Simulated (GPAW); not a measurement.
# NbSi2P4 monolayer: work function by functional and basis

Aim: the work function of both faces of NbSi2P4 monolayer, and its spread over functionals and bases.

Main program and level: GPAW 26.7.0; GPAW, PAW setups; layer in a repeated cell with vacuum, relaxation of atoms and in-plane cell, in the first sound run; inputs show where later runs differ.

This is a report of a sequence of runs, with most program output left out.

### Step 1. Set-up

The cell holds 7 atoms: 4 P, 2 Si and 1 Nb. Cell: a = 3.480 Å, b = 3.480 Å, c = 26.571 Å, α = 90.0°, β = 90.0°, γ = 120.0°. Vacuum lies along c.

Structure file:

```cif
data_structure
_symmetry_space_group_name_H-M 'P 1'
_symmetry_Int_Tables_number 1
_cell_length_a 3.4800
_cell_length_b 3.4800
_cell_length_c 26.5708
_cell_angle_alpha 90.000
_cell_angle_beta 90.000
_cell_angle_gamma 120.000
_cell_volume 278.67
loop_
_atom_site_label
_atom_site_type_symbol
_atom_site_fract_x
_atom_site_fract_y
_atom_site_fract_z
_atom_site_occupancy
P1 P 0.00000 0.00000 0.33872 1
Si2 Si 0.33333 0.66667 0.36297 1
P3 P 0.33333 0.66667 0.44238 1
Nb4 Nb 0.00000 0.00000 0.50000 1
P5 P 0.33333 0.66667 0.55762 1
Si6 Si 0.33333 0.66667 0.63703 1
P7 P 0.00000 0.00000 0.66128 1
```

### Step 2. Relaxation

Forces are removed first; all later runs use this geometry.

File run.py:

```python
import json
import numpy as np
from ase import Atoms
from ase.filters import FrechetCellFilter
from ase.optimize import BFGS
from gpaw import GPAW, PW

slab = Atoms(
    ['P', 'Si', 'P', 'Nb', 'P', 'Si', 'P'],
    positions=[
        [0.00000, 0.00000, 9.00000],
        [-0.00000, 2.00918, 9.64444],
        [-0.00000, 2.00918, 11.75444],
        [0.00000, 0.00000, 13.28541],
        [-0.00000, 2.00918, 14.81638],
        [-0.00000, 2.00918, 16.92638],
        [0.00000, 0.00000, 17.57082]],
    cell=[[3.48, 0.0, 0.0], [-1.74, 3.01377, 0.0], [0.0, 0.0, 26.5708]],
    pbc=[True, True, True],
    magmoms=[0.0, 0.0, 0.0, 1.0, 0.0, 0.0, 0.0])

slab.calc = GPAW(mode=PW(600), xc='PBE', kpts={'size': (9, 9, 1), 'gamma': True},
                 occupations={'name': 'fermi-dirac', 'width': 0.05}, nbands='200%',
                 convergence={'density': 1e-05}, maxiter=200,
                 symmetry={'tolerance': 1e-3}, txt='slab.txt')
result = {}
# The in-plane cell is free; stress needs a cell that repeats along all three vectors
path = []
opt = BFGS(FrechetCellFilter(slab, mask=[1, 1, 0, 0, 0, 1]), maxstep=0.2)
opt.attach(lambda: path.append((slab.get_potential_energy(), slab.positions.tolist(), slab.get_forces().tolist())))
result['relaxed'] = bool(opt.run(fmax=0.02, steps=45))
result['path'] = path
result['cell'] = slab.cell.tolist()
print('in-plane lattice', slab.cell.cellpar().round(4)[[0, 1, 5]])
energy = slab.get_potential_energy()
fermi = slab.calc.get_fermi_level()
v = slab.calc.get_electrostatic_potential().mean((0, 1)) - fermi
n = slab.calc.get_pseudo_density().mean((0, 1))
L = slab.cell[2, 2]
z = np.arange(len(v)) * L / len(v)
low, high = slab.positions[:, 2].min(), slab.positions[:, 2].max()
below, above = np.interp([low - 6.8, high + 6.8], z, v)
slopes = [np.interp(x, z, np.gradient(v, z)) for x in (low - 6.8, high + 6.8)]
eps = np.array([[slab.calc.get_eigenvalues(k, s) for k in range(len(slab.calc.get_ibz_k_points()))]
                for s in range(slab.calc.get_number_of_spins())]) - fermi
top, bottom = eps[eps < 0].max(), eps[eps > 0].min()
dipole = slab.get_dipole_moment()[2]
print(f'energy {energy:.4f} eV, Fermi level {fermi:.4f} eV, dipole {dipole:.5f} e A')
print(f'potential 6.8 A off the faces, from the Fermi level: lower {below:.4f} eV, upper {above:.4f} eV')
print(f'slope of the potential there: lower {slopes[0]:.5f}, upper {slopes[1]:.5f} eV/A')
print(f'nearest levels on the mesh: {top:.4f} and {bottom:.4f} eV')
print('magnetic moment', round(slab.get_magnetic_moment(), 3))
result.update(energy=energy, fermi=fermi, dipole=dipole, below=below, above=above, slopes=slopes, edges=[top, bottom],
              z=z.tolist(), v=v.tolist(), n=n.tolist(), positions=slab.positions.tolist(),
              forces=slab.get_forces(apply_constraint=False).tolist(), moments=slab.get_magnetic_moments().tolist())
json.dump(result, open('result.json', 'w'))
```

On the command line:

```sh
> OMP_NUM_THREADS=1 OPENBLAS_NUM_THREADS=1 python run.py
```

Elapsed: 30 min, on 1 thread of Intel Xeon Platinum 8488C (Sapphire Rapids), shared host; peak memory 0.77 GiB.

Numbers from this step:

```yaml
dipole_along_the_normal: 3.78e-4 e·Å
levels_nearest_the_fermi_level_on_the_mesh: -0.07900, 9.45e-4 eV from the Fermi level
sum_of_the_site_moments: 0 μB
```

The electrostatic potential energy of an electron (without an applied field's), less the Fermi level, planar mean oscillates, so the rows of the table below give means over windows of 1.66 Å about each position, cut where the curve ends. Its maxima inside the range that stand out by 2 % of the span (Å: eV): 9.1: -10.9, 10.7: 2.05, 12.5: -5.45, 14.1: -5.45, 15.9: 2.05, 17.5: -10.9. Its minima: 8.6: -14.1, 9.5: -12.4, 11.8: -11.9, 13.3: -17.6, 14.8: -11.9, 17.1: -12.4, 18.0: -14.1.

Electrostatic potential energy of an electron (without an applied field's), less the Fermi level, planar mean against z; means over each step:

```csv
z (Å),"electrostatic potential energy of an electron (without an applied field's), less the Fermi level, planar mean (eV)"
0.83,5.47
2.49,5.47
4.15,5.47
5.81,5.44
7.47,1.42
9.13,-11.5
10.79,-1.45
12.45,-10.2
14.11,-10.2
15.77,-1.45
17.43,-11.5
19.09,1.31
20.75,5.43
22.41,5.47
24.07,5.47
25.73,5.47
```

The pseudo valence density, planar mean by z:

```csv
z (Å),"pseudo valence density, planar mean (e/Å³)"
5,7.1e-5
6,0.00134
7,0.0249
8,0.241
9,0.411
10,0.183
11,0.187
12,0.326
13,0.844
14,0.438
15,0.263
16,0.146
17,0.242
18,0.316
19,0.114
20,0.00724
21,3.8e-4
22,2.0e-5
```

The relaxation lowered the energy of the cell by 1.94 eV (energies extrapolated to zero smearing; the optimiser's log prints free energies). The largest force left on a free atom is 0.011 eV/Å.

### Step 3. The slab's potential

With the geometry fixed, the planar mean of the potential gives the vacuum level on each side.

This step: GPAW, PAW setups; slab in vacuum (GPAW 26.7.0).

The cell differs from the one that the last finished run ended in (c 26.571 → 27.517 Å).

run.py, as its differences from that of step 2:

```diff
@@ -3,4 +3,2 @@
 from ase import Atoms
-from ase.filters import FrechetCellFilter
-from ase.optimize import BFGS
 from gpaw import GPAW, PW
@@ -11,25 +9,18 @@
         [0.00000, 0.00000, 9.00000],
-        [-0.00000, 2.00918, 9.64444],
-        [-0.00000, 2.00918, 11.75444],
-        [0.00000, 0.00000, 13.28541],
-        [-0.00000, 2.00918, 14.81638],
-        [-0.00000, 2.00918, 16.92638],
-        [0.00000, 0.00000, 17.57082]],
-    cell=[[3.48, 0.0, 0.0], [-1.74, 3.01377, 0.0], [0.0, 0.0, 26.5708]],
-    pbc=[True, True, True],
+        [-0.00000, 2.03793, 10.00908],
+        [0.00000, 2.03793, 12.27409],
+        [0.00000, -0.00000, 13.75855],
+        [0.00000, 2.03793, 15.24301],
+        [-0.00000, 2.03793, 17.50803],
+        [-0.00000, -0.00000, 18.51711]],
+    cell=[[3.52979, -0.0, 0.0], [-1.7649, 3.05689, 0.0], [0.0, 0.0, 27.5171]],
+    pbc=[True, True, False],
     magmoms=[0.0, 0.0, 0.0, 1.0, 0.0, 0.0, 0.0])
 
-slab.calc = GPAW(mode=PW(600), xc='PBE', kpts={'size': (9, 9, 1), 'gamma': True},
+slab.calc = GPAW(mode=PW(400), xc='PBE', kpts={'size': (9, 9, 1), 'gamma': True},
                  occupations={'name': 'fermi-dirac', 'width': 0.05}, nbands='200%',
                  convergence={'density': 1e-05}, maxiter=200,
+                 poissonsolver={'dipolelayer': 'xy'},
                  symmetry={'tolerance': 1e-3}, txt='slab.txt')
 result = {}
-# The in-plane cell is free; stress needs a cell that repeats along all three vectors
-path = []
-opt = BFGS(FrechetCellFilter(slab, mask=[1, 1, 0, 0, 0, 1]), maxstep=0.2)
-opt.attach(lambda: path.append((slab.get_potential_energy(), slab.positions.tolist(), slab.get_forces().tolist())))
-result['relaxed'] = bool(opt.run(fmax=0.02, steps=45))
-result['path'] = path
-result['cell'] = slab.cell.tolist()
-print('in-plane lattice', slab.cell.cellpar().round(4)[[0, 1, 5]])
 energy = slab.get_potential_energy()
```

Wall time 3.1 min (1 thread); peak memory 0.34 GiB.

Numbers from this step:

```
dipole along the normal                    : 9.16e-5 e·Å
levels nearest the Fermi level on the mesh : -0.07894, 8.49e-4 eV from the Fermi level
upper work function                        : 5.470 eV
lower work function                        : 5.472 eV
```

The electrostatic potential energy of an electron (without an applied field's), less the Fermi level, planar mean oscillates, so the rows of the table below give means over windows of 1.72 Å about each position, cut where the curve ends. Its maxima inside the range that stand out by 2 % of the span (Å: eV): 9.6: -10.8, 11.2: 2.04, 12.9: -5.45, 14.6: -5.45, 16.3: 2.04, 18.0: -10.8. Its minima: 9.0: -14.2, 9.9: -12.3, 12.3: -11.9, 13.8: -17.6, 15.3: -11.9, 17.6: -12.3, 18.5: -14.2.

Table of electrostatic potential energy of an electron (without an applied field's), less the Fermi level, planar mean by z; means over each step:

```csv
z (Å),"electrostatic potential energy of an electron (without an applied field's), less the Fermi level, planar mean (eV)"
0.86,5.47
2.58,5.47
4.30,5.47
6.02,5.45
7.74,2.91
9.46,-11.5
11.18,-1.53
12.90,-10.2
14.62,-10.2
16.34,-1.53
18.06,-11.5
19.78,2.93
21.50,5.45
23.22,5.47
24.94,5.47
26.66,5.47
```

Table of pseudo valence density, planar mean by z:

```csv
z (Å),"pseudo valence density, planar mean (e/Å³)"
5,1.8e-5
6,3.3e-4
7,0.00648
8,0.103
9,0.304
10,0.257
11,0.146
12,0.262
13,0.429
14,0.914
15,0.337
16,0.196
17,0.179
18,0.405
19,0.249
20,0.0280
21,0.00157
22,8.2e-5
```

The potential is flat to 4.3e-5 eV/Å where it is read, so the vacuum is wide enough.

### Step 4. Self-consistent run: xc = "LDA"

The same geometry under LDA, to see how far the functional moves the levels against the vacuum.

run.py, as its differences from that of step 3:

```diff
@@ -19,3 +19,3 @@
 
-slab.calc = GPAW(mode=PW(400), xc='PBE', kpts={'size': (9, 9, 1), 'gamma': True},
+slab.calc = GPAW(mode=PW(400), xc='LDA', kpts={'size': (9, 9, 1), 'gamma': True},
                  occupations={'name': 'fermi-dirac', 'width': 0.05}, nbands='200%',
```

Wall time 2.4 min (1 thread); peak memory 0.32 GiB.

Numbers from this step:

```yaml
dipole_along_the_normal: 9.17e-5 e·Å
levels_nearest_the_fermi_level_on_the_mesh: -0.07631, 0.007786 eV from the Fermi level
upper_work_function: 5.685 eV
lower_work_function: 5.687 eV
```

The electrostatic potential energy of an electron (without an applied field's), less the Fermi level, planar mean oscillates, so the rows of the table below give means over windows of 1.72 Å about each position, cut where the curve ends. Its maxima inside the range that stand out by 2 % of the span (Å: eV): 9.6: -10.6, 11.2: 2.27, 12.9: -5.19, 14.6: -5.19, 16.3: 2.27, 18.0: -10.6. Its minima: 9.0: -13.9, 9.9: -12.1, 12.3: -11.6, 13.8: -17.4, 15.3: -11.6, 17.6: -12.1, 18.5: -13.9.

Electrostatic potential energy of an electron (without an applied field's), less the Fermi level, planar mean against z; means over each step:

```csv
z (Å),"electrostatic potential energy of an electron (without an applied field's), less the Fermi level, planar mean (eV)"
0.86,5.69
2.58,5.69
4.30,5.69
6.02,5.67
7.74,3.11
9.46,-11.3
11.18,-1.29
12.90,-9.94
14.62,-9.92
16.34,-1.29
18.06,-11.3
19.78,3.12
21.50,5.67
23.22,5.69
24.94,5.69
26.66,5.69
```

Pseudo valence density, planar mean against z:

```csv
z (Å),"pseudo valence density, planar mean (e/Å³)"
5,1.7e-5
6,3.3e-4
7,0.00666
8,0.103
9,0.305
10,0.256
11,0.146
12,0.262
13,0.429
14,0.914
15,0.337
16,0.195
17,0.180
18,0.405
19,0.249
20,0.0283
21,0.00160
22,8.0e-5
```

Force by atom:

```csv
atom,x (eV/Å),y (eV/Å),z (eV/Å),size
P1,0.000,0.000,0.270,0.270
Si2,0.000,0.000,0.016,0.016
P3,0.000,0.000,0.261,0.261
Nb4,0.000,0.000,0.000,0.000
P5,0.000,0.000,-0.261,0.261
Si6,0.000,0.000,-0.016,0.016
P7,0.000,0.000,-0.270,0.270
```

The upper face's work function is 5.685 eV, against 5.470 eV in the first plane-wave PBE run at this geometry.

### Step 5. Self-consistent run: xc = "revPBE"

The same geometry under revPBE, to see how far the functional moves the levels against the vacuum.

run.py, as its differences from that of step 4:

```diff
@@ -19,3 +19,3 @@
 
-slab.calc = GPAW(mode=PW(400), xc='LDA', kpts={'size': (9, 9, 1), 'gamma': True},
+slab.calc = GPAW(mode=PW(400), xc='revPBE', kpts={'size': (9, 9, 1), 'gamma': True},
                  occupations={'name': 'fermi-dirac', 'width': 0.05}, nbands='200%',
```

Elapsed: 3.4 min, on 1 thread; peak memory 0.34 GiB.

This step gave:

```yaml
levels_nearest_the_fermi_level_on_the_mesh: -0.07907, 7.61e-4 eV from the Fermi level
upper_work_function: 5.384 eV
lower_work_function: 5.386 eV
```

The upper face's work function is 5.384 eV, against 5.470 eV in the first plane-wave PBE run at this geometry.

### Step 6. Self-consistent run: xc = "vdW-DF2"

The same geometry under vdW-DF2, to see how far the functional moves the levels against the vacuum (the van der Waals functionals take revPBE setups).

run.py, as its differences from that of step 5:

```diff
@@ -19,3 +19,3 @@
 
-slab.calc = GPAW(mode=PW(400), xc='revPBE', kpts={'size': (9, 9, 1), 'gamma': True},
+slab.calc = GPAW(mode=PW(400), xc='vdW-DF2', kpts={'size': (9, 9, 1), 'gamma': True},
                  occupations={'name': 'fermi-dirac', 'width': 0.05}, nbands='200%',
```

It took 4.4 min on 1 thread; peak memory 0.57 GiB.

This step gave:

| Quantity | Value |
| --- | --- |
| dipole along the normal | 9.18e-5 e·Å |
| levels nearest the Fermi level on the mesh | -0.02002, 0.03713 eV from the Fermi level |
| upper work function | 5.768 eV |
| lower work function | 5.769 eV |

The upper face's work function is 5.768 eV, against 5.470 eV in the first plane-wave PBE run at this geometry.

### Step 7. OptPBE vdW: xc = "optPBE-vdW"

The same geometry under optPBE-vdW, to see how far the functional moves the levels against the vacuum (the van der Waals functionals take revPBE setups).

run.py, as its differences from that of step 6:

```diff
@@ -19,3 +19,3 @@
 
-slab.calc = GPAW(mode=PW(400), xc='vdW-DF2', kpts={'size': (9, 9, 1), 'gamma': True},
+slab.calc = GPAW(mode=PW(400), xc='optPBE-vdW', kpts={'size': (9, 9, 1), 'gamma': True},
                  occupations={'name': 'fermi-dirac', 'width': 0.05}, nbands='200%',
```

Wall time 3.2 min (1 thread); peak memory 0.58 GiB.

This step gave:

```
dipole along the normal                    : 9.16e-5 e·Å
levels nearest the Fermi level on the mesh : -0.003773, 0.02411 eV from the Fermi level
upper work function                        : 5.668 eV
lower work function                        : 5.669 eV
```

The electrostatic potential energy of an electron (without an applied field's), less the Fermi level, planar mean oscillates, so the rows of the table below give means over windows of 1.72 Å about each position, cut where the curve ends. Its maxima inside the range that stand out by 2 % of the span (Å: eV): 9.6: -10.8, 11.2: 1.99, 12.9: -5.45, 14.6: -5.45, 16.3: 1.99, 18.0: -10.8. Its minima: 9.0: -14.1, 9.9: -12.3, 12.3: -11.9, 13.8: -17.7, 15.3: -11.9, 17.6: -12.3, 18.5: -14.1.

Electrostatic potential energy of an electron (without an applied field's), less the Fermi level, planar mean against z; means over each step:

z (Å), electrostatic potential energy of an electron (without an applied field's), less the Fermi level, planar mean (eV) and a bar from the least value:
```
     0.86        5.7 ##############################
     2.58        5.7 ##############################
     4.30        5.7 ##############################
     6.02        5.6 ##############################
     7.74        3.0 #########################
     9.46      -11.5 
    11.18       -1.6 #################
    12.90      -10.2 ##
    14.62      -10.2 ##
    16.34       -1.6 #################
    18.06      -11.5 
    19.78        3.0 #########################
    21.50        5.6 ##############################
    23.22        5.7 ##############################
    24.94        5.7 ##############################
    26.66        5.7 ##############################
```

The upper face's work function is 5.668 eV, against 5.470 eV in the first plane-wave PBE run at this geometry.

### Step 8. Self-consistent run: xc = "RPBE"

The same geometry under RPBE, to see how far the functional moves the levels against the vacuum.

run.py, as its differences from that of step 7:

```diff
@@ -19,3 +19,3 @@
 
-slab.calc = GPAW(mode=PW(400), xc='optPBE-vdW', kpts={'size': (9, 9, 1), 'gamma': True},
+slab.calc = GPAW(mode=PW(400), xc='RPBE', kpts={'size': (9, 9, 1), 'gamma': True},
                  occupations={'name': 'fermi-dirac', 'width': 0.05}, nbands='200%',
```

It took 3.4 min on 1 thread; peak memory 0.33 GiB.

Numbers from this step:

```
levels nearest the Fermi level on the mesh : -0.07921, 5.56e-4 eV from the Fermi level
upper work function                        : 5.386 eV
lower work function                        : 5.388 eV
```

The electrostatic potential energy of an electron (without an applied field's), less the Fermi level, planar mean oscillates, so the rows of the table below give means over windows of 1.72 Å about each position, cut where the curve ends. Its maxima inside the range that stand out by 2 % of the span (Å: eV): 9.6: -10.9, 11.2: 1.95, 12.9: -5.53, 14.6: -5.53, 16.3: 1.95, 18.0: -10.9. Its minima: 9.0: -14.2, 9.9: -12.4, 12.3: -12.0, 13.8: -17.7, 15.3: -12.0, 17.6: -12.4, 18.5: -14.2.

Table of electrostatic potential energy of an electron (without an applied field's), less the Fermi level, planar mean by z; means over each step:

```csv
z (Å),"electrostatic potential energy of an electron (without an applied field's), less the Fermi level, planar mean (eV)"
0.86,5.39
2.58,5.39
4.30,5.39
6.02,5.37
7.74,2.83
9.46,-11.6
11.18,-1.63
12.90,-10.3
14.62,-10.3
16.34,-1.63
18.06,-11.6
19.78,2.84
21.50,5.37
23.22,5.39
24.94,5.39
26.66,5.39
```

The upper face's work function is 5.386 eV, against 5.470 eV in the first plane-wave PBE run at this geometry.

### Step 9. Real-space grid: mode = "fd"

A real-space grid is a second complete basis, so it checks the plane-wave result.

run.py, as its differences from that of step 8:

```diff
@@ -3,3 +3,3 @@
 from ase import Atoms
-from gpaw import GPAW, PW
+from gpaw import GPAW
 
@@ -19,3 +19,3 @@
 
-slab.calc = GPAW(mode=PW(400), xc='RPBE', kpts={'size': (9, 9, 1), 'gamma': True},
+slab.calc = GPAW(mode='fd', h=0.18, xc='PBE', kpts={'size': (9, 9, 1), 'gamma': True},
                  occupations={'name': 'fermi-dirac', 'width': 0.05}, nbands='200%',
```

Wall time 11 min (1 thread); peak memory 1 GiB.

Numbers from this step:

```yaml
dipole_along_the_normal: 8.73e-5 e·Å
levels_nearest_the_fermi_level_on_the_mesh: -0.07901, 1.00e-3 eV from the Fermi level
upper_work_function: 5.471 eV
lower_work_function: 5.473 eV
```

The electrostatic potential energy of an electron (without an applied field's), less the Fermi level, planar mean oscillates, so the rows of the table below give means over windows of 1.63 Å about each position, cut where the curve ends. Its maxima inside the range that stand out by 2 % of the span (Å: eV): 9.6: -10.9, 11.2: 2.04, 12.9: -5.47, 14.6: -5.47, 16.3: 2.04, 17.9: -10.9. Its minima: 9.1: -14.2, 10.0: -12.3, 12.3: -11.9, 13.8: -17.6, 15.2: -11.9, 17.6: -12.3, 18.5: -14.2.

Table of electrostatic potential energy of an electron (without an applied field's), less the Fermi level, planar mean by z; means over each step:

z (Å), electrostatic potential energy of an electron (without an applied field's), less the Fermi level, planar mean (eV) and a bar from the least value:
```
     0.81        5.5 ##############################
     2.44        5.5 ##############################
     4.07        5.5 ##############################
     5.71        5.5 ##############################
     7.33        4.7 #############################
     8.96       -8.9 #####
    10.59       -4.2 #############
    12.22       -6.4 #########
    13.85      -11.4 
    15.48       -5.6 ##########
    17.11       -5.8 ##########
    18.75       -7.2 ########
    20.38        5.0 #############################
    22.00        5.5 ##############################
    23.64        5.5 ##############################
    25.27        5.5 ##############################
    26.89        5.5 ##############################
```

The upper face's work function is 5.471 eV, against 5.470 eV in the first plane-wave PBE run at this geometry.

(Part 1 of 2 ends here.)

[Logs are printed without paths, hosts, clocks, repeated set-up lines and the standing remarks that a program may print on its own settings, such as how far it seeks lower states.]

[Hosts, paths, dates, database ids (printed as entryN), source tags and the programs' standing remarks are cut or masked in the printed files.]
